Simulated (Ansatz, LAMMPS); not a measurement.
## Electronic structure of glassy 85GeO2-15Li2O (mol %) (78 atoms)

Aim: energy, forces, charges and density of states of glassy 85GeO2-15Li2O (mol %) (78 atoms) at a fixed geometry.

Calculated with Ansatz 0.2.0; Kohn-Sham DFT, PBE, PAW (set soft_2), plane waves.

### 1. The starting structure

The cell holds 78 atoms: 22 Ge, 8 Li and 48 O. Cell: a = 10.441 Å, b = 10.441 Å, c = 10.441 Å, α = 90.0°, β = 90.0°, γ = 90.0°. 78 atoms (22 Ge, 8 Li, 48 O) placed at random at 3.6 g/cm³, melted at 4000 K for 10 ps at fixed volume with the Morse and Coulomb pair potential with partial charges (Pedone, Malavasi, Menziani, Cormack and Segre, J. Phys. Chem. B 110, 11780 (2006)). Quenched from 4000 K to 300 K at 1000 K/ps and fixed volume, held 10 ps at zero pressure.

Limits known from the start: The quench rate of 1000 K/ps is many orders above laboratory rates, so the cell is likely richer in defects and strain than a real sample. The network of bonds at the start is that of the classical potential that made the cell, and needn't be the one that DFT or experiment would give. Only the Γ point is sampled, in a cell whose shortest periodic width is 10 Å.

### 2. Making the structure

A classical potential supplies the starting structure, since it reaches far longer times than DFT.

This step: classical MD, Morse and Coulomb pair potential with partial charges (Pedone, Malavasi, Menziani, Cormack and Segre, J. Phys. Chem. B 110, 11780 (2006)) (LAMMPS 22 Jul 2025 - Update 4).

Contents of in.lmp:

```
# melt-quench of Ge22Li8O48
units metal
atom_style charge
boundary p p p
region box block 0 10.3772 0 10.3772 0 10.3772
create_box 3 box
mass 1 72.6300   # Ge
mass 2 6.9400   # Li
mass 3 15.9990   # O
create_atoms 1 random 22 619084 NULL overlap 1.5 maxtry 2000
create_atoms 2 random 8 619091 NULL overlap 1.5 maxtry 2000
create_atoms 3 random 48 619098 NULL overlap 1.5 maxtry 2000
pair_style hybrid/overlay pedone 5.5 coul/long 8.0
pair_coeff * * coul/long
pair_coeff 1 3 pedone 0.158118 2.294230 2.261313 5   # Ge-O
pair_coeff 2 3 pedone 0.001114 3.429506 2.681360 1   # Li-O
pair_coeff 3 3 pedone 0.042395 1.379316 3.618701 22   # O-O
set type 1 charge 2.4
set type 2 charge 0.6
set type 3 charge -1.2
kspace_style pppm 1.0e-4
neigh_modify delay 0 every 1 check yes
thermo_style custom step time temp pe press density
thermo_modify norm yes
timestep 0.002
thermo 100
min_style cg
minimize 1e-4 1e-4 200 2000
reset_timestep 0
velocity all create 4000 619085 mom yes dist gaussian
fix lim all nve/limit 0.05
fix lan all langevin 4000 4000 0.2 619086 zero yes
thermo 500
run 1000 post no
# [... 7 lines left out ...]
fix md all nvt temp 4000 300 0.2
run 1850 post no
unfix md
thermo 1666
fix md all npt temp 300 300 0.2 iso 0 0 2
run 5000 post no
unfix md
write_dump all custom glass.dump id type xs ys zs modify sort id
```

On the command line:

```console
$ lmp -in in.lmp -log none -nocite
```

Numbers of over 12 decimals in the logs are rounded to 6 here.

What it wrote:

```text
LAMMPS (22 Jul 2025 - Update 4)
Created orthogonal box = (0 0 0) to (10.3772 10.3772 10.3772)
Created 22 atoms
Created 8 atoms
Created 48 atoms
PPPM initialization ...
  G vector (1/distance) = 0.38690341
  grid = 12 12 12
  estimated relative force accuracy = 4.6469425e-05
   Step          Time           Temp          PotEng         Press         Density
         0   0              0             -1.3377061      557977.8       3.5980139
        71   0.142          0             -14.515052     -27678.735      3.5980139
Loop time of 0.0329038 s on 1 MPI rank(s) for 71 steps with 78 atoms
Minimization stats:
  Stopping criterion = energy tolerance
  Energy initial, next-to-last, final =
     -1.33770607513462  -14.5137174923323  -14.5150521435534
  Force two-norm initial, final = 276.18174 2.2637545
  Iterations, force evaluations = 71 86
   Step          Time           Temp          PotEng         Press         Density
[... 7 lines left out ...]
      2499   4.998          3884.4742     -14.002445      25883.371      3.5980139
      3332   6.664          3568.52       -13.982502     -13708.88       3.5980139
      4165   8.33           4088.9514     -14.037442      19218.122      3.5980139
      4998   9.996          3825.3905     -14.016414     -9588.1421      3.5980139
      5831   11.662         3422.8875     -13.945952      12205.05       3.5980139
[... 1 line left out ...]
Loop time of 1.65233 s on 1 MPI rank(s) for 5000 steps with 78 atoms
   Step          Time           Temp          PotEng         Press         Density
[... 12 lines left out ...]
Loop time of 0.594018 s on 1 MPI rank(s) for 1850 steps with 78 atoms
   Step          Time           Temp          PotEng         Press         Density
[... 1 line left out ...]
      8330   16.66          302.63205     -14.588499     -2487.1212      3.4972611
      9996   19.992         283.68747     -14.577274     -3645.3305      3.5649962
     11662   23.324         300.02032     -14.583868      3253.2153      3.5421823
     12850   25.7           282.47399     -14.58237      -3251.0797      3.5325778
Loop time of 2.0918 s on 1 MPI rank(s) for 5000 steps with 78 atoms
```

Run time: 4.8 s. Hardware: 1 thread of Arm Neoverse V2, shared host; peak memory 0.078 GiB.

### 3. Plane-wave single point

One self-consistent run at the given positions yields energy and forces.

Contents of input.yaml:

```yaml
crystal:
  lattice:
    - [10.44088, 0.0, 0.0]
    - [0.0, 10.44088, 0.0]
    - [0.0, 0.0, 10.44088]
  atoms:
    - { symbol: Ge, position: [0.6276, 0.64657, 0.38233] }
    - { symbol: Ge, position: [0.27672, 0.79771, 0.48986] }
    - { symbol: Ge, position: [0.04704, 0.15502, 0.70237] }
    - { symbol: Ge, position: [0.44524, 0.46582, 0.56565] }
    - { symbol: Ge, position: [0.20291, 0.61351, 0.03101] }
    - { symbol: Ge, position: [0.9522, 0.15624, 0.39844] }
    - { symbol: Ge, position: [0.4148, 0.94615, 0.02794] }
    - { symbol: Ge, position: [0.0349, 0.71881, 0.67679] }
    - { symbol: Ge, position: [0.47008, 0.57675, 0.86901] }
    - { symbol: Ge, position: [0.32739, 0.00976, 0.72077] }
    - { symbol: Ge, position: [0.99168, 0.75568, 0.39255] }
    - { symbol: Ge, position: [0.94176, 0.45342, 0.32106] }
    - { symbol: Ge, position: [0.55302, 0.17106, 0.57543] }
    - { symbol: Ge, position: [0.80603, 0.3365, 0.0524] }
    - { symbol: Ge, position: [0.536, 0.43499, 0.15373] }
    - { symbol: Ge, position: [0.6871, 0.9675, 0.35717] }
    - { symbol: Ge, position: [0.04989, 0.12025, 0.10185] }
    - { symbol: Ge, position: [0.97164, 0.82501, 0.97912] }
    - { symbol: Ge, position: [0.99585, 0.44934, 0.84824] }
    - { symbol: Ge, position: [0.66861, 0.79968, 0.93627] }
    - { symbol: Ge, position: [0.75131, 0.1001, 0.81579] }
    - { symbol: Ge, position: [0.25929, 0.44959, 0.30091] }
    - { symbol: Li, position: [0.83931, 0.93625, 0.59812] }
    - { symbol: Li, position: [0.13906, 0.8847, 0.19975] }
    - { symbol: Li, position: [0.86484, 0.65128, 0.14057] }
    - { symbol: Li, position: [0.3361, 0.1944, 0.17522] }
    - { symbol: Li, position: [0.33582, 0.2263, 0.94082] }
    - { symbol: Li, position: [0.72656, 0.39028, 0.43199] }
    - { symbol: Li, position: [0.38254, 0.72701, 0.21671] }
    - { symbol: Li, position: [0.61945, 0.15368, 0.07911] }
    - { symbol: O, position: [0.36926, 0.93913, 0.8629] }
    - { symbol: O, position: [0.18599, 0.71897, 0.61645] }
    - { symbol: O, position: [0.58264, 0.07061, 0.44771] }
    - { symbol: O, position: [0.93484, 0.22845, 0.06916] }
    - { symbol: O, position: [0.39118, 0.73534, 0.40227] }
    - { symbol: O, position: [0.54782, 0.84687, 0.03149] }
    - { symbol: O, position: [0.90985, 0.08455, 0.76857] }
    - { symbol: O, position: [0.39552, 0.36711, 0.23245] }
    - { symbol: O, position: [0.5579, 0.57473, 0.51794] }
    - { symbol: O, position: [0.1885, 0.19079, 0.05362] }
    - { symbol: O, position: [0.32933, 0.91303, 0.58874] }
    - { symbol: O, position: [0.01897, 0.80332, 0.81931] }
    - { symbol: O, position: [0.70259, 0.94164, 0.84546] }
    - { symbol: O, position: [0.18172, 0.07737, 0.73266] }
    - { symbol: O, position: [0.31923, 0.45802, 0.46047] }
    - { symbol: O, position: [0.12229, 0.48759, 0.94569] }
    - { symbol: O, position: [0.08255, 0.71338, 0.03657] }
    - { symbol: O, position: [0.03696, 0.30799, 0.77032] }
    - { symbol: O, position: [0.68539, 0.14828, 0.67618] }
    - { symbol: O, position: [0.42559, 0.49606, 0.72837] }
    - { symbol: O, position: [0.94863, 0.77714, 0.55171] }
    - { symbol: O, position: [0.01848, 0.58856, 0.38681] }
    - { symbol: O, position: [0.65777, 0.81626, 0.38812] }
    - { symbol: O, position: [0.10918, 0.38294, 0.30072] }
    - { symbol: O, position: [0.77191, 0.5598, 0.39112] }
    - { symbol: O, position: [0.82418, 0.76895, 0.99816] }
    - { symbol: O, position: [0.03665, 0.10274, 0.2659] }
    - { symbol: O, position: [0.66546, 0.33867, 0.14262] }
    - { symbol: O, position: [0.85614, 0.42799, 0.92006] }
    - { symbol: O, position: [0.43946, 0.12916, 0.67839] }
    - { symbol: O, position: [0.5725, 0.5754, 0.23784] }
    - { symbol: O, position: [0.91123, 0.78427, 0.25945] }
    - { symbol: O, position: [0.68851, 0.04466, 0.21186] }
    - { symbol: O, position: [0.87904, 0.4652, 0.16474] }
    - { symbol: O, position: [0.33675, 0.64734, 0.93507] }
    - { symbol: O, position: [0.99658, 0.56868, 0.7312] }
    - { symbol: O, position: [0.84236, 0.0212, 0.42511] }
    - { symbol: O, position: [0.01288, 0.97519, 0.02951] }
    - { symbol: O, position: [0.25879, 0.57084, 0.18358] }
    - { symbol: O, position: [0.02867, 0.15738, 0.53886] }
    - { symbol: O, position: [0.60415, 0.66873, 0.86053] }
    - { symbol: O, position: [0.14016, 0.82791, 0.39427] }
    - { symbol: O, position: [0.3028, 0.88681, 0.12291] }
    - { symbol: O, position: [0.88327, 0.30564, 0.37787] }
    - { symbol: O, position: [0.54167, 0.3272, 0.53531] }
    - { symbol: O, position: [0.72295, 0.21036, 0.93043] }
    - { symbol: O, position: [0.49109, 0.46852, 0.99737] }
    - { symbol: O, position: [0.44363, 0.10612, 0.04543] }
kpoints:
  mp_grid: { grid: [1, 1, 1] }
hamiltonian:
  xc: pbe
scf:
  occupations: { method: fixed }
output:
  forces: true
  stress: true
  populations: true
  dos:
    method: { smearing: { sigma: 0.1 } }
    de: 0.1
    projected: { site_lists: { Ge: [Ge], Li: [Li], O: [O] } }
  eigenvalues: true
  write_density: true
  write_potential: true
  volumetric_format: npy
```

On the command line:

```console
$ ansatz run input.yaml --threads 8 --pin off --max-ram 15872MiB --backend cpu --events-out ev --progress --plain --runs-dir out
```

What it wrote:

```text
Engine: ansatz 0.2.0, aarch64-unknown-linux-gnu
Pseudopotentials: kind: paw
Pseudopotential: Ge, paw, valence charge 14, recommended cutoff 420 eV (normal), Ge.paw.azcp
Pseudopotential: Li, paw, valence charge 3, recommended cutoff 420 eV (normal), Li.paw.azcp
Pseudopotential: O, paw, valence charge 6, recommended cutoff 420 eV (normal), O.paw.azcp
[... 5 lines on functional and potentials left out ...]
Crystal: 78 atoms, lattice volume = 1138.181 Å³
Basis set: ecut = 420 eV, 22143 PW (Γ), exchange–correlation on 144×144×144 points (8 copies of the dense FFT grid, shifted against one another)
Bands: 388, of which v1, the nominal top of the filled ones, is band 310 counted from 1 (309 counted from 0)
Symmetry: 1 space group operations
Space group: P1 (ITA 1), of the structure as read, at distance tolerance 1.0e-4 Å
k-points: 1
[... 7 lines on functional and potentials left out ...]
Initial density: superposition of atomic densities (neutral atoms: chi_scale 0, normalization atom), corrected by the library's trained network
Initial wavefunctions: pseudopotential atomic-orbital guess
Functional: x = pbe(κ = 0.804, μ = 0.219515), c = pbe(β = 0.066725)
SCF iter   1: F=—  HF=-123360.283087 eV  |F-HF|=—  |Δ(HF+E_count)|=         —  Δρ=3.12e-3  dr2=1.66e-1  ethr=1.77e-3  ⟨swp⟩=5.0  Hψ=1385  notcnv=0  defer=75
preconditioner: auto → Resta (q_TF=auto, 2.466 Å⁻¹)  ε∞=2.7  [insulator: Δε(μ)=1.197 eV  Ē_g=20.751 eV  n_scr=256 (ndim 8)  ℏωp=27.1 eV  f_vac=0.247  ε∞_Penn≈2.7]
SCF iter   2: F=—  HF=-123360.256890 eV  |F-HF|=—  |Δ(HF+E_count)|=   2.62e-2  Δρ=1.88e-3  dr2=3.90e-2  ethr=2.69e-5  ⟨swp⟩=2.0  Hψ=594  notcnv=0  defer=76
SCF iter   3: F=—  HF=-123360.252253 eV  |F-HF|=—  |Δ(HF+E_count)|=   4.64e-3  Δρ=8.08e-4  dr2=1.30e-2  ethr=6.29e-6  ⟨swp⟩=3.0  Hψ=469  notcnv=0  defer=76
SCF iter   4: F=—  HF=-123360.250489 eV  |F-HF|=—  |Δ(HF+E_count)|=   1.76e-3  Δρ=3.81e-4  dr2=1.68e-3  ethr=2.10e-6  ⟨swp⟩=3.0  Hψ=532  notcnv=0  defer=76
SCF iter   5: F=—  HF=-123360.250321 eV  |F-HF|=—  |Δ(HF+E_count)|=   1.68e-4  Δρ=1.62e-4  dr2=2.99e-4  ethr=2.70e-7  ⟨swp⟩=2.0  Hψ=601  notcnv=0  defer=76
SCF iter   6: F=—  HF=-123360.250339 eV  |F-HF|=—  |Δ(HF+E_count)|=   1.82e-5  Δρ=5.45e-5  dr2=3.37e-5  ethr=4.82e-8  ⟨swp⟩=2.0  Hψ=470  notcnv=0  defer=72
SCF iter   7: F=—  HF=-123360.251644 eV  |F-HF|=—  |Δ(HF+E_count)|=   1.31e-3  Δρ=2.25e-5  dr2=5.26e-6  ethr=5.44e-9  ⟨swp⟩=2.0  Hψ=623  notcnv=0  defer=72
SCF iter   8: F=—  HF=-123360.251648 eV  |F-HF|=—  |Δ(HF+E_count)|=   3.30e-6  Δρ=8.38e-6  dr2=7.79e-7  ethr=8.49e-10  ⟨swp⟩=2.0  Hψ=489  notcnv=0  defer=72
SCF iter   9: F=—  HF=-123360.251648 eV  |F-HF|=—  |Δ(HF+E_count)|=   3.48e-7  Δρ=3.37e-6  dr2=1.26e-7  ethr=1.26e-10  ⟨swp⟩=2.0  Hψ=617  notcnv=0  defer=72
SCF iter  10: F=-123360.251648 eV  HF=-123360.251648 eV  |F-HF|=1.09e-8  |Δ(HF+E_count)|=   8.21e-8  Δρ=1.25e-6  dr2=1.89e-8  ethr=1.61e-11  ⟨swp⟩=16.0  Hψ=2950  notcnv=0
SCF 1 converged in 10 iterations: F = -123360.251648 eV  dr2 = 1.89e-8
  greatest PAW one-centre occupation: 1.000 electrons in one spin orbital (limit 2), on the Li atom at site 27 (counted from 0), in its partial waves of l = 0
WARN: The input density's exchange-correlation potential varies sharply where the density is thin. Do not read a vacuum level from v_tot or v_xc, or from such a field of the output density. On a cell that repeats whose density bears no net charge and no dipole along the vacuum's axis use v_es (v_loc + v_h of the components); [...]
SCF converged after 10 iterations
Free energy (F): -123360.251648 eV
Harris-Foulkes:  -123360.251648 eV  (|F-HF|=1.09e-8)
Internal energy: -123360.251648 eV  (E = F + TS)
E sigma→0 (E₀):  -123360.251648 eV
Fermi energy:    4.453136 eV
--- Per-component energies (eV) ---
  E_band       = -6561.569483
  E_kinetic    = 11087.068817
  E_local      = -95221.317593  (includes V_loc(G=0)·N_el)
  E_nonlocal   = 11438.394524
  E_hartree    = 40560.501128
  E_xc         = -5256.584128
  E_vxc        = -6013.779444  (∫ρ·V_xc dr)
  E_paw        = -52370.093089  (= ΣΔE_a)
  E_vpaw       = -8973.067984  (= ΣTr[D̂ρ^β])
  E_aug_tail   = 0.127673  (compensation charges beyond the density's cutoff)
  E_ewald      = -33598.348980
  E_smearing   = -0.000000  (= −TS)
  E_closure    = -0.000000  (closes the sum)
  Σ components = -123360.251648   (vs F -123360.251648, Δ=0.00e0)
--- Forces (eV/Å), atoms counted from 1 ---
  atom   1  Ge     1.13038903    -0.01861743     0.75913557
  atom   2  Ge    -2.35014734    -1.26981236     1.09388280
  atom   3  Ge    -2.75660732     2.41051317     0.91552566
  atom   4  Ge     0.81764811     0.29012504    -0.59130740
  atom   5  Ge     1.24264703    -3.52339110    -2.03583233
  atom   6  Ge    -1.80600973    -2.48478577    -1.77009774
  atom   7  Ge    -0.33179504     1.87579450    -1.43792661
  atom   8  Ge     1.20837152    -1.11122500     1.76044774
  atom   9  Ge    -1.14441400    -1.06098215     0.46811190
  atom  10  Ge     1.95571503    -1.03307249    -0.14957006
  atom  11  Ge    -0.49710945    -1.66439859    -0.46124867
  atom  12  Ge     1.13606086     1.96447973    -0.89698182
  atom  13  Ge     2.14379084    -2.58488404    -0.50709930
  atom  14  Ge     3.24313096    -1.07385798    -0.95034330
[...]
atom  77  O      0.19777000    -1.10831994    -0.57818246
  atom  78  O      0.61312969     2.12025906     0.38177564
  max |Σ_I F_I| component: 2.94e-5 eV/Å
--- Stress (GPa, compression-positive) ---
        7.938988      -1.306261       0.202974
       -1.306260       6.043388      -1.535052
        0.202973      -1.535050       5.441424
  P = ⅓ Tr σ = 6.4746 GPa (64.746 kbar)
--- Band table (eV) ---
  k-point 0: bands = ["-41.2765", "-40.9193", "-40.7521", "-40.3073", [... 372 levels ...], "12.9548", "12.9668", "13.0068", "13.0596", "13.1554", "13.2264", "13.2563", "13.3156", "13.3621", "13.3937", "13.4063", "13.5445"]
--- Löwdin populations: 78 sites ---
  site symbol       q [e]
     0     Ge     12.4475
     1     Ge     12.4179
     2     Ge     12.3447
[...]
77      O      7.0168
  spilling = 0.005473 (of n_electrons = 620.000000)
```

Run time: 9.3 s. Hardware: 8 threads of Arm Neoverse V2, shared host; peak memory 1.5 GiB; 68 s of CPU time.

The program notes that the exchange-correlation potential is rough where the density is thin.

Read from the output:

* free energy: -123360.2516 eV
* free energy per atom: -1581.5417 eV/atom
* SCF cycles: 10
* pressure: 6.475 GPa
* r.m.s. force component: 1.38 eV/Å
* longest force: 6.471 eV/Å
* Fermi energy: 4.453 eV
* gap (highest filled to lowest empty level): 0.7451 eV
* spilling of the projection: 0.005473

Neighbours are counted within 2.17 Å (O-Ge), 2.27 Å (O-Li).

Length of the force by element and coordination:

```csv
element,coordination,atoms,mean length of the force (eV/Å),spread,least,most
Ge,all,22,2.72,1.28,0.659,6.47
Ge,4,21,2.68,1.30,0.659,6.47
Ge,5,1,3.55,0,3.55,3.55
Li,all,8,0.666,0.189,0.358,0.977
Li,2,4,0.590,0.193,0.358,0.844
Li,3,3,0.663,0.071,0.563,0.722
Li,4,1,0.977,0,0.977,0.977
O,all,48,2.04,0.944,0.668,4.74
O,2,35,1.96,0.925,0.668,4.74
O,3,12,2.28,0.995,0.708,4.00
O,4,1,2.24,0,2.24,2.24
```

Löwdin charges by element and coordination (they lack the spilled electrons, 0.044 e an atom on average):

```csv
element,coordination,atoms,mean charge (e),spread,least,most
Ge,all,22,1.60,0.0435,1.52,1.67
Ge,4,21,1.60,0.0441,1.52,1.67
Ge,5,1,1.58,0,1.58,1.58
Li,all,8,0.806,0.0193,0.776,0.831
Li,2,4,0.819,0.0145,0.795,0.831
Li,3,3,0.800,0.0123,0.786,0.816
Li,4,1,0.776,0,0.776,0.776
O,all,48,-0.798,0.0586,-1.02,-0.736
O,2,35,-0.783,0.0406,-0.893,-0.736
O,3,12,-0.824,0.0597,-0.954,-0.745
O,4,1,-1.02,0,-1.02,-1.02
```

States in the cell by windows of 1 eV, zero at the Fermi level; the larger projections on atomic orbitals stand beside the total:

```csv
from (eV),to (eV),total,O p,Ge p,Ge s
-10,-9,11.7,7.0,0.9,2.9
-9,-8,11.8,7.5,1.4,2.0
-8,-7,14.9,10.6,2.9,0.7
-7,-6,26.1,19.3,5.9,0.2
-6,-5,16.8,13.2,2.3,0.2
-5,-4,41.4,35.0,3.4,0.5
-4,-3,51.8,47.6,2.0,0.2
-3,-2,56.6,53.9,1.1,0.1
-2,-1,35.6,34.1,0.6,0.1
-1,0,7.5,7.2,0.2,0.0
0,1,3.4,1.6,0.2,0.8
1,2,0.1,0.0,0.0,0.0
2,3,8.2,1.7,1.3,3.3
3,4,11.7,2.4,2.2,4.4
4,5,10.4,1.9,2.9,2.5
```

With fixed occupations the program's Fermi level is the highest filled level.

Between -26 and -10 eV lie 311 more states.

The stored curve holds about 586 of the 620 electrons; the rest, give or take the few that broadening carries across the Fermi level, lie in deeper levels below its range.

The levels nearest the highest filled one (over half full), pooled over k-points and spins:

```csv
level less the highest filled one (eV),occupation
-1.07,2
-0.978,2
-0.902,2
-0.688,2
-0.0106,2
0,2
0.745,0
2.14,0
2.30,0
2.76,0
2.80,0
3.09,0
```

Valence density in the bc plane at fractional x = 0.319, with atoms of Ge and Li and O within 0.2 Å of it. It is the smooth field of the valence electrons, not physical close to the nuclei.

Values in e/Å³, 13 rows by 16 columns, each cell a mean:
```
 0  0  0  3  1  0  0  0  0  1  5  1  0  0  0  0
 0  0  0  0  0  0  0  0  0  1  2  1  0  0  1  2
 1  0  0  0  0  0  0  0  0  0  0  0  0  0  0  1
21  1  0  0  0  0  0  0  0  0  0  0  0  0  0  5
 1  0  0  0  0  0  0  0  0  0  0  0  0  0  2  2
 0  0  0  0  0  0  0  0  0  0  0  0  0  1  4  3
 0  0  0  0  0  0  1  4  1  0  0  0  3  2  1  0
 0  0  0  0  0  0  1  3  1  0  0  1  1  0  0  0
 0  0  0  0  0  0  1  1  0  0  0  0  0  0  0  0
 0  0  0  0  0  0  1  1  0  0  0  0  0  0  0  0
 0  0  1  3  0  0  0  0  1  1  0  0  0  1  2  0
 0  0  0  0  0  0  0  0  0  0  0  0  0  2  5  1
 0  0  0  0  0  0  0  0  0  0  1  0  0  0  1  0
```
Columns run along b (10.4 Å), rows up along c (10.4 Å). Atoms in or near the plane, at fractional coordinates: Ge at (0.01, 0.72), Li at (0.19, 0.18), Li at (0.23, 0.94), O at (0.91, 0.59), O at (0.46, 0.46), O at (0.65, 0.94), O at (0.89, 0.12).

Electrostatic potential energy in the bc plane at fractional x = 0.319, with atoms of Ge and Li and O within 0.2 Å of it. With pseudopotentials it is smooth inside the atoms' cores, unlike the true potential.

Values in eV, 13 rows by 16 columns, each cell a mean:
```
  7   8   2 -21 -12   5   8   8   7  -7 -30  -5  10   9   6   4
  7   7   4  -5  -1   6   8   9   8   3  -9   5  10  10  -2 -12
-14  -3   6   7   7   8   9   9   9   9   9  10  10  10   4 -11
-31 -16   5   9   9   9   9   9   9  10  10  10  10   9   1 -26
-15  -2   8   9   9   8   7   7   8   9  10   9   9   6 -13 -18
  7   8   9   9   9   8   6   3   6   8   8   4  -8 -11 -28 -15
 10   9   9   9   9   9  -5 -26  -4   9   8  -3 -27 -24  -2   8
  9   9   9   9   9   8  -3 -21  -2   9   9   2  -8  -6   5   9
  9   9   8   8   7   4 -10 -19  -4   7   9   8   8   8   9   9
  9   7   3   1   5   3  -9 -17  -4   5   7   3   5   9  10  10
  9   6 -10 -22   1   6   5   4   2  -4   5   1   4   2  -8   7
  8   8   3  -2   5   8   9   8   7   5   5   6   8 -11 -29  -3
  5   9   8   3   4   7   9   8   6   3   1   7   9   8   0  -1
```
Columns run along b (10.4 Å; values clipped at the 3rd and 97th percentile), rows up along c (10.4 Å). Atoms in or near the plane, at fractional coordinates: Ge at (0.01, 0.72), Li at (0.19, 0.18), Li at (0.23, 0.94), O at (0.91, 0.59), O at (0.46, 0.46), O at (0.65, 0.94), O at (0.89, 0.12).

Mean Löwdin charges: Ge +1.60, Li +0.81, O -0.80 e (they miss 0.55 % of the electrons, so they add up to more than the cell's charge). The largest share in the top eV of filled states is O p (96 % of the projected weight), and in the lowest eV of empty states Ge s (43 % of the projected weight).

[end of part 1 of 2]

[Logs are printed without paths, hosts, clocks, repeated set-up lines and the standing remarks that a program may print on its own settings, such as how far it seeks lower states.]

[Hosts, paths, dates, database ids (printed as entryN), source tags and the programs' standing remarks are cut or masked in the printed files.]
